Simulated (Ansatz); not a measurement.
## B2O (built on the sites of a database entry of Al2O): from the cell to its phonons

Wanted: phonon frequencies of B2O (built on the sites of a database entry of Al2O) and what follows from them.

Program: Ansatz 0.2.0. Level of theory: DFT PBEsol, scalar-relativistic, plane waves, PAW. Results are calculated unless marked as measured.

The structure was built from a prototype and need not be the compound's stable phase.

## (1) Set-up

The structure is cubic, space group Fm-3m (No. 225). The conventional cell has a = 3.860 Å, b = 3.860 Å, c = 3.860 Å, α = 90.00°, β = 90.00°, γ = 90.00°. Nearest to B lie 4 O at 1.67 Å and 6 B at 1.93 Å. Nearest to O lie 8 B at 1.67 Å. Farther neighbours and most contacts between anions are not listed.

## (2) Rough relaxation

A rough relaxation comes first, because large forces or stress need no tight tolerances yet.

File input.yaml:

```yaml
crystal:
  lattice:
    - [0.0, 1.92978, 1.92978]
    - [1.92978, 0.0, 1.92978]
    - [1.92978, 1.92978, 0.0]
  atoms:
    - { symbol: B, position: [0.25, 0.25, 0.25] }
    - { symbol: B, position: [0.75, 0.75, 0.75] }
    - { symbol: O, position: [0.0, 0.0, 0.0] }
kpoints:
  mp_grid: { grid: [8, 8, 8] }
hamiltonian:
  xc: pbesol
scf:
  occupations: { method: gaussian, width: 0.1 }
output:
  forces: true
  stress: true
  eigenvalues: true
relax:
  adjacent_minimum: "off"
  f_tol: 0.05
  max_steps: 80
  cell: { stress_tol: 0.5 }
```

Launch:

```console
$ ansatz run input.yaml --threads 4 --pin off --max-ram 7168MiB --backend cpu --events-out ev --progress --plain --runs-dir out
```

Numbers of over 12 decimals in the logs are rounded to 6 here.

What it wrote:

```text
The last accepted step is kept in <dir> (removed where the run ends without a failure and the disk answers)
Engine: ansatz 0.2.0, aarch64-unknown-linux-gnu
Pseudopotentials: kind: paw
Pseudopotential: B, paw, valence charge 3, recommended cutoff 420 eV (normal), B.paw.azcp
Pseudopotential: O, paw, valence charge 6, recommended cutoff 420 eV (normal), O.paw.azcp
Functional definition: PBEsol
  exchange = pbesol_x
[...]
F+E_penalty+E_count = -856.84228959 eV   max|allowed force component| = 3.176e-16 eV/Å   (the final SCF, on the basis selected at the relaxed cell)
  cell:  # Å, volume = 28.0885 Å³
    - [0, 2.412679, 2.412679]
    - [2.412679, 0, 2.412679]
    - [2.412679, 2.412679, 0]
  atoms:
    - { symbol: B, position: [0.25, 0.25, 0.25] }
    - { symbol: B, position: [0.750000, 0.750000, 0.750000] }
    - { symbol: O, position: [0, 0, 0] }
[key lines of the parts left out:]
SCF converged after 6 iterations
Free energy (F): -856.842290 eV
Fermi energy:    7.727623 eV
P = ⅓ Tr σ = 0.4678 GPa (4.678 kbar)
```

Run time: 2.1 s. Hardware: 4 threads of Arm Neoverse V2, shared host; peak memory 0.28 GiB.

The steps of the relaxation:

| step | energy less that of the first step (eV) | largest force component (eV/Å) | pressure (GPa) | volume (Å³) |
| --- | --- | --- | --- | --- |
| 1 | 0.0000 | 0.0000 | 209.05 | 14.37 |
| 2 | -2.1636 | 0.0000 | 115.91 | 16.58 |
| 3 | -3.4177 | 0.0000 | 57.43 | 19.00 |
| 4 | -4.0301 | 0.0000 | 20.23 | 21.72 |
| 5 | -4.1432 | 0.0000 | -3.97 | 24.37 |
| 6 | -4.1518 | 0.0000 | -0.38 | 23.89 |
| 7* | -4.6572 | 0.0000 | 18.13 | 23.89 |
| 8 | -4.8429 | 0.0000 | 5.89 | 26.58 |
| 9 | -4.8115 | 0.0000 | -5.79 | 29.75 |
| 10 | -4.8564 | 0.0000 | -0.32 | 28.09 |
| 11* | -4.8876 | 0.0000 | 0.47 | 28.09 |

Relaxation steps marked * repeat the geometry before them on a plane-wave basis chosen anew for their cell, so energy and pressure can jump there. Relaxation step 9 was tried and not accepted.

The run keeps the 48 symmetry operations that it works with, so distortions that break them were not tested.

| cell as run | before | after | change |
| --- | --- | --- | --- |
| a (Å) | 2.729 | 3.412 | +25.0 % |
| b (Å) | 2.729 | 3.412 | +25.0 % |
| c (Å) | 2.729 | 3.412 | +25.0 % |
| volume (Å³/atom) | 4.79 | 9.36 | +95.4 % |

The relaxed structure:

```
B O
1.0
     0.00000    2.41268    2.41268
     2.41268    0.00000    2.41268
     2.41268    2.41268    0.00000
B O
2 1
Cartesian
  1.2063 1.2063 1.2063
  3.6190 3.6190 3.6190
  0.0000 0.0000 0.0000
```

This step gave:

```
pressure          : 0.4678 GPa
volume per atom   : 9.363 Å³
gap on the k-mesh : 0 eV
```

In this step the volume went from 4.79 to 9.36 Å³/atom.

## (3) Bringing the structure to rest

The cell and atoms are relaxed, since residual forces and stress would shift the frequencies.

File input.yaml:

```yaml
crystal:
  lattice:
    - [0.0, 2.4126791414, 2.4126791414]
    - [2.4126791414, 0.0, 2.4126791414]
    - [2.4126791414, 2.4126791414, 0.0]
  atoms:
    - { symbol: B, position: [0.25, 0.25, 0.25] }
    - { symbol: B, position: [0.75, 0.75, 0.75] }
    - { symbol: O, position: [0.0, 0.0, 0.0] }
kpoints:
  mp_grid: { grid: [14, 14, 14] }
hamiltonian:
  xc: pbesol
scf:
  occupations: { method: gaussian, width: 0.1 }
output:
  forces: true
  stress: true
  eigenvalues: true
  write_density: true
  write_potential: true
  elf: true
  volumetric_format: npy
relax:
  adjacent_minimum: "off"
  f_tol: 0.005
  max_steps: 80
  cell: { stress_tol: 0.05 }
```

What it wrote:

```text
[...]
Crystal: 3 atoms, lattice volume = 28.089 Å³
Basis set: ecut = 420 eV, 537 PW (Γ), exchange–correlation on 48×48×48 points (8 copies of the dense FFT grid, shifted against one another)
Bands: 10, of which v1, the nominal top of the filled ones, is band 6 counted from 1 (5 counted from 0)
Symmetry: 48 space group operations
[...]
k-points: 104 of 2744
[...]
SCF iter   1: F=—  HF=-856.866491 eV  |F-HF|=—  |Δ(HF+E_count)|=         —  Δρ=2.64e-2  dr2=2.03e-1  ethr=1.77e-3  ⟨swp⟩=4.7  Hψ=5938  notcnv=0
[...]
SCF iter   6: F=-856.834625 eV  HF=-856.834625 eV  |F-HF|=1.48e-10  |Δ(HF+E_count)|=   2.75e-9  Δρ=1.05e-6  dr2=2.36e-10  ethr=6.87e-10  ⟨swp⟩=5.1  Hψ=5378  notcnv=0
SCF 1 converged in 6 iterations: F = -856.834625 eV  dr2 = 2.36e-10
[...]
relax step   1: F+E_penalty+E_count = -856.83462519 eV  Δ(F+E_penalty+E_count) = +0.000e0 eV  max|allowed force component| = 9.869e-17 eV/Å  Δτ_max = 0.0000 Å  P = +0.120 GPa  Ω = 28.089 Å³  (6 SCF iters, dr2 threshold 1.00e-7 eV, accepted)
Crystal: 3 atoms, lattice volume = 28.108 Å³
[...]
SCF iter   6: F=-856.834577 eV  HF=-856.834577 eV  |F-HF|=0.00e0  |Δ(HF+E_count)|=  4.55e-13  Δρ=9.26e-9  dr2=1.53e-14  ethr=1.00e-12  ⟨swp⟩=3.1  Hψ=3697  notcnv=0
SCF 2 converged in 6 iterations: F = -856.834577 eV  dr2 = 1.53e-14
relax step   2: F+E_penalty+E_count = -856.83457662 eV  Δ(F+E_penalty+E_count) = +4.857e-5 eV  max|allowed force component| = 2.714e-16 eV/Å  Δτ_max = 0.0000 Å  P = +0.065 GPa  Ω = 28.108 Å³  energy of the carried Pulay correction = -6.000e-5 eV  (6 SCF iters, accepted)
Crystal: 3 atoms, lattice volume = 28.132 Å³
[...]
SCF iter   6: F=-856.834510 eV  HF=-856.834510 eV  |F-HF|=2.27e-13  |Δ(HF+E_count)|=    0.00e0  Δρ=1.04e-8  dr2=2.01e-14  ethr=1.00e-12  ⟨swp⟩=3.0  Hψ=3614  notcnv=0
SCF 3 converged in 6 iterations: F = -856.834510 eV  dr2 = 2.01e-14
relax step   3: F+E_penalty+E_count = -856.83451033 eV  Δ(F+E_penalty+E_count) = +6.630e-5 eV  max|allowed force component| = 1.665e-16 eV/Å  Δτ_max = 0.0000 Å  P = -0.000 GPa  Ω = 28.132 Å³  energy of the carried Pulay correction = -1.311e-4 eV  (6 SCF iters, accepted)
[...]
SCF iter   7: F=-856.834685 eV  HF=-856.834685 eV  |F-HF|=3.41e-13  |Δ(HF+E_count)|=  2.27e-13  Δρ=2.21e-10  dr2=4.26e-18  ethr=1.00e-12  ⟨swp⟩=1.6  Hψ=2593  notcnv=0
SCF 4 converged in 7 iterations: F = -856.834685 eV  dr2 = 4.26e-18
relax step   4: F+E_penalty+E_count = -856.83468520 eV  Δ(F+E_penalty+E_count) = -1.749e-4 eV  max|allowed force component| = 2.066e-16 eV/Å  Δτ_max = 0.0000 Å  P = +0.009 GPa  Ω = 28.132 Å³  stress off target by 9.20e-3 GPa  SCF on the basis re-selected at this cell (its energy is not comparable with the rows above)  (7 SCF iters)
[...]
SCF converged after 7 iterations
Free energy (F): -856.834685 eV
[...]
Internal energy: -856.824712 eV  (E = F + TS)
E sigma→0 (E₀):  -856.829699 eV
Entropy (-TS):   -0.009973 eV (-3.324 meV/atom)
Fermi energy:    7.719249 eV
[...]
--- Stress (GPa, compression-positive) ---
        0.009203      -0.000000      -0.000000
       -0.000000       0.009203      -0.000000
       -0.000000      -0.000000       0.009203
  P = ⅓ Tr σ = 0.0092 GPa (0.092 kbar)
--- Band table (eV; the first three rows and the last of 104) ---
[...]
--- Relaxed structure (3 steps of the walk, 3 accepted, 1 SCFs on fresh bases) ---
[...]
cell:  # Å, volume = 28.1319 Å³
    - [0, 2.413920, 2.413920]
    - [2.413920, 0, 2.413920]
    - [2.413920, 2.413920, 0]
  atoms:
    - { symbol: B, position: [0.25, 0.25, 0.25] }
    - { symbol: B, position: [0.75, 0.75, 0.75] }
    - { symbol: O, position: [0, 0, 0] }
```

The job ended after 1.8 s (4 threads; peak memory 0.33 GiB; 6.3 s of CPU time).

Little changed from the start: no atom moved by 0.005 Å and no cell edge by 0.1 %.

This step gave:

```yaml
pressure: 0.009203 GPa
volume_per_atom: 9.377 Å³
```

Valence density in the ac plane of the cell as run, not the conventional one, at fractional y = 0.000, with atoms of O within 0.2 Å of it. It is the smooth field of the valence electrons, not physical close to the nuclei.

Ten even steps from '0' (0.3 e/Å³) to '9' (7.3 e/Å³), each cell a mean:
```
88410000000025
45310000000002
12110000000000
00000000000000
00000000000000
00000000000000
00000000000000
00000000000000
00000000000000
00000000000000
00000000000111
31000000000134
74100000000258
97300000000148
```
Columns run along a (3.4 Å), rows up along c (3.4 Å). Atoms in or near the plane, at fractional coordinates: O at (0.00, 0.00).

Electrostatic potential energy in the ac plane of the cell as run, not the conventional one, at fractional y = 0.000, with atoms of O within 0.2 Å of it. With pseudopotentials it is smooth inside the atoms' cores, unlike the true potential.

Ten even steps from '0' (-40 eV) to '9' (8 eV), each cell a mean:
```
00169999999951
11269999999985
65589998889999
99999998778999
99999999877899
99999999887899
99989999998899
99887899999999
99987789999999
99987779999999
89998888999866
36999989999521
02699999999510
00389999999610
```
Columns run along a (3.4 Å; values clipped at the 3rd and 97th percentile), rows up along c (3.4 Å). Atoms in or near the plane, at fractional coordinates: O at (0.00, 0.00).

ELF in the ac plane of the cell as run, not the conventional one, at fractional y = 0.000, with atoms of O within 0.2 Å of it. It is the smooth field of the valence electrons, not physical close to the nuclei.

Values, 14 rows by 14 columns, each cell a mean:
```
0.58 0.63 0.78 0.74 0.42 0.26 0.35 0.49 0.46 0.33 0.28 0.53 0.76 0.75
0.77 0.76 0.80 0.75 0.47 0.28 0.37 0.58 0.62 0.53 0.34 0.34 0.58 0.76
0.73 0.78 0.78 0.69 0.44 0.29 0.39 0.64 0.71 0.69 0.55 0.34 0.34 0.53
0.40 0.52 0.55 0.47 0.32 0.26 0.38 0.64 0.73 0.73 0.70 0.55 0.34 0.28
0.24 0.27 0.30 0.29 0.25 0.25 0.36 0.61 0.72 0.73 0.73 0.69 0.53 0.33
0.33 0.33 0.35 0.35 0.34 0.33 0.37 0.53 0.67 0.72 0.73 0.71 0.62 0.46
0.43 0.48 0.54 0.58 0.57 0.53 0.47 0.46 0.53 0.61 0.64 0.64 0.58 0.49
0.38 0.51 0.65 0.72 0.72 0.71 0.63 0.47 0.37 0.36 0.38 0.39 0.37 0.35
0.27 0.39 0.59 0.72 0.73 0.73 0.71 0.53 0.33 0.25 0.26 0.29 0.28 0.26
0.30 0.28 0.42 0.64 0.72 0.73 0.72 0.57 0.34 0.25 0.32 0.44 0.47 0.42
0.62 0.41 0.30 0.43 0.64 0.72 0.72 0.58 0.35 0.29 0.47 0.69 0.75 0.74
0.79 0.71 0.47 0.30 0.42 0.59 0.65 0.54 0.35 0.30 0.55 0.78 0.80 0.78
0.66 0.77 0.71 0.41 0.28 0.39 0.51 0.48 0.33 0.27 0.52 0.78 0.76 0.63
0.44 0.66 0.79 0.62 0.30 0.27 0.38 0.43 0.33 0.24 0.40 0.73 0.77 0.58
```
Columns run along a (3.4 Å), rows up along c (3.4 Å). Atoms in or near the plane, at fractional coordinates: O at (0.00, 0.00).

In this step the volume went from 9.36 to 9.38 Å³/atom.

## (4) Relaxing to small forces for the phonons

Phonons need a cell at rest on their own settings, so the relaxation is repeated with tight tolerances on forces and stress on the k mesh and occupations of the first response run.

File input.yaml:

```yaml
crystal:
  lattice:
    - [0.0, 2.4139202772, 2.4139202772]
    - [2.4139202772, 0.0, 2.4139202772]
    - [2.4139202772, 2.4139202772, 0.0]
  atoms:
    - { symbol: B, position: [0.25, 0.25, 0.25] }
    - { symbol: B, position: [0.75, 0.75, 0.75] }
    - { symbol: O, position: [0.0, 0.0, 0.0] }
kpoints:
  mp_grid: { grid: [16, 16, 16] }
hamiltonian:
  xc: pbesol
scf:
  occupations: { method: methfessel_paxton, width: 0.15 }
output:
  forces: true
  stress: true
  eigenvalues: true
relax:
  adjacent_minimum: "off"
  f_tol: 0.001
  max_steps: 60
  cell: { stress_tol: 0.01 }
```

What it wrote:

```text
[...]
Crystal: 3 atoms, lattice volume = 28.132 Å³
Basis set: ecut = 420 eV, 537 PW (Γ), exchange–correlation on 48×48×48 points (8 copies of the dense FFT grid, shifted against one another)
Bands: 10, of which v1, the nominal top of the filled ones, is band 6 counted from 1 (5 counted from 0)
Symmetry: 48 space group operations
[...]
k-points: 145 of 4096
[...]
P = ⅓ Tr σ = 0.0058 GPa (0.058 kbar)
--- Band table (eV; the first three rows and the last of 145) ---
[...]
--- Relaxed structure (3 steps of the walk, 3 accepted, 1 SCFs on fresh bases) ---
[...]
cell:  # Å, volume = 28.1661 Å³
    - [0, 2.414899, 2.414899]
    - [2.414899, 0, 2.414899]
    - [2.414899, 2.414899, 0]
  atoms:
    - { symbol: B, position: [0.25, 0.25, 0.25] }
    - { symbol: B, position: [0.75, 0.75, 0.75] }
    - { symbol: O, position: [0, 0, 0] }
[key lines of the parts left out:]
SCF converged after 4 iterations
Free energy (F): -856.834937 eV
Fermi energy:    7.700774 eV
```

The job ended after 2.2 s (4 threads; peak memory 0.35 GiB).

Little changed from the start: no atom moved by 0.005 Å and no cell edge by 0.1 %.

This step gave:

| Quantity | Value |
| --- | --- |
| pressure | 0.005846 GPa |
| volume per atom | 9.389 Å³ |

The forces vanish by symmetry and the pressure is 0.006 GPa, within the tolerances set. The cell now holds 9.39 Å³/atom.

## (5) Linear response at the zone centre

The zone centre comes first: it holds the modes that light can see, as far as symmetry allows. No field response is asked, since the mesh shows no gap.

input.yaml, the sections that differ from step 4:

```yaml
crystal:
  lattice:
    - [0.0, 2.4148993545, 2.4148993545]
    - [2.4148993545, 0.0, 2.4148993545]
    - [2.4148993545, 2.4148993545, 0.0]
  atoms:
    - { symbol: B, position: [0.25, 0.25, 0.25] }
    - { symbol: B, position: [0.75, 0.75, 0.75] }
    - { symbol: O, position: [0.0, 0.0, 0.0] }
output:
  eigenvalues: true
phonons:
  method: dfpt
# kpoints, hamiltonian, scf: as in step 4
# relax: removed
```

What it wrote:

```text
zone centre: on kpoints.mp_grid the ground state, and the responses unless they are solved on pairs of k-points, stand on 349 of the mesh's 4096 k-points, reduced under 8 symmetry operations, with k and −k counted as one. Each operation leaves every solved displacement unchanged or reverses it
[...]
Crystal: 3 atoms, lattice volume = 28.166 Å³
Basis set: ecut = 420 eV, 537 PW (Γ), exchange–correlation on 48×48×48 points (8 copies of the dense FFT grid, shifted against one another)
Bands: 10, of which v1, the nominal top of the filled ones, is band 6 counted from 1 (5 counted from 0)
Symmetry: 48 space group operations
k-points: 349 of 4096 (irreducible under 8 space group operations, time reversal used)
[...]
SCF iter   1: F=—  HF=-856.868152 eV  |F-HF|=—  |Δ(HF+E_count)|=         —  Δρ=2.66e-2  dr2=2.06e-1  ethr=1.77e-3  ⟨swp⟩=4.7  Hψ=19925  notcnv=0
[...]
SCF iter   7: F=-856.834937 eV  HF=-856.834937 eV  |F-HF|=0.00e0  |Δ(HF+E_count)|=  2.16e-12  S|Δr|=    0.00e0  Δρ=5.45e-8  dr2=5.91e-13  ethr=1.00e-12  ⟨swp⟩=5.1  Hψ=13903  notcnv=0
[...]
SCF 1 converged in 7 iterations: F = -856.834937 eV  dr2 = 5.91e-13
[...]
DFPT response loops at Γ: preconditioner auto → Kerker (q_TF=auto, 2.367 Å⁻¹) (partly filled bands, converged f_vac=0.000); β = 1.00, the filter's whole step (`scf.mixing.beta` (0.50) is not read by the response loops under this deck's `scf.mixing.preconditioner`; to damp them name `kerker` or `kerker_dos`, under which they read `scf.mixing.beta`, and type it under 1.00, their step now; both keys bind the ground state too); Broyden in place of MSR1
SCF converged after 7 iterations
[...]
Free energy (F): -856.834937 eV
[...]
Internal energy: -856.837481 eV  (E = F + TS)
E sigma→0 (E₀):  -856.835573 eV
Entropy (-TS):   0.002544 eV (0.848 meV/atom)
Fermi energy:    7.700774 eV
[...]
--- Band table (eV; the first three rows and the last of 349) ---
[...]
--- Phonons (Γ-DFPT): 2 representative perturbations + reference, on 349 of 4096 k-points (Σ response iterations 6) ---
  k mesh reduced under 8 symmetry operations, with k and −k counted as one. Each operation leaves every solved displacement unchanged or reverses it
  ASR residual: 1.961e-5 → 0.000e0 eV/Å²; symmetrization residual: 1.124e-6 eV/Å²
  ASR residual per site (eV/Å²): 1.36e-5 1.36e-5 1.96e-5
  Γ frequencies (cm⁻¹): -581.16 -581.16 -581.16 -442.86 -442.86 -442.86 0.00 0.00 0.00
  non-analytic LO–TO correction: not included (Born effective charges unavailable; polar crystals: no LO–TO splitting at Γ)
```

Run time: 5.5 s. Hardware: 4 threads; peak memory 0.59 GiB; 20 s of CPU time.

This step gave:

```
sum-rule residual before enforcement                    : 1.96e-5 eV/Å²
point group                                             : m-3m
highest optical mode at the zone centre (no LO-TO term) : -442.9 cm⁻¹
lowest optical zone-centre mode                         : -581.2 cm⁻¹
```

Patterns of degenerate modes are one choice out of their space. The modes at Γ (shares of kinetic energy by element, %) (negative means imaginary):

| mode | frequency (cm⁻¹) | symmetry | B % | O % |
| --- | --- | --- | --- | --- |
| 1 | -581.2 | T1u | 43 | 57 |
| 2 | -581.2 | T1u | 43 | 57 |
| 3 | -581.2 | T1u | 43 | 57 |
| 4 | -442.9 | T2g | 100 | 0 |
| 5 | -442.9 | T2g | 100 | 0 |
| 6 | -442.9 | T2g | 100 | 0 |
| 7 | 0.0 | acoustic | 57 | 43 |
| 8 | 0.0 | acoustic | 57 | 43 |
| 9 | 0.0 | acoustic | 57 | 43 |

Displacements in mode 1 (-581.2 cm⁻¹), the largest set to 1:
```
B1   0.00 -0.74 -0.04
B2   0.00 -0.74 -0.04
O3   0.00  1.00  0.05
```

Displacements in mode 5 (-442.9 cm⁻¹), the largest set to 1:
```
B1   0.00  1.00  0.10
B2   0.00 -1.00 -0.10
O3   0.00  0.00  0.00
```

Before it was imposed, the acoustic sum rule was missed by 2.0e-5 eV/Å². Small misses are needed for a sound result but don't prove that mesh and cutoff are converged. The lowest optical mode is imaginary, 581.2i cm⁻¹, so the energy falls along it.

[end of part 1 of 2]

[Logs are printed without paths, hosts, clocks, repeated set-up lines and the standing remarks that a program may print on its own settings, such as how far it seeks lower states.]

[Hosts, paths, dates, database ids (printed as entryN), source tags and the programs' standing remarks are cut or masked in the printed files.]
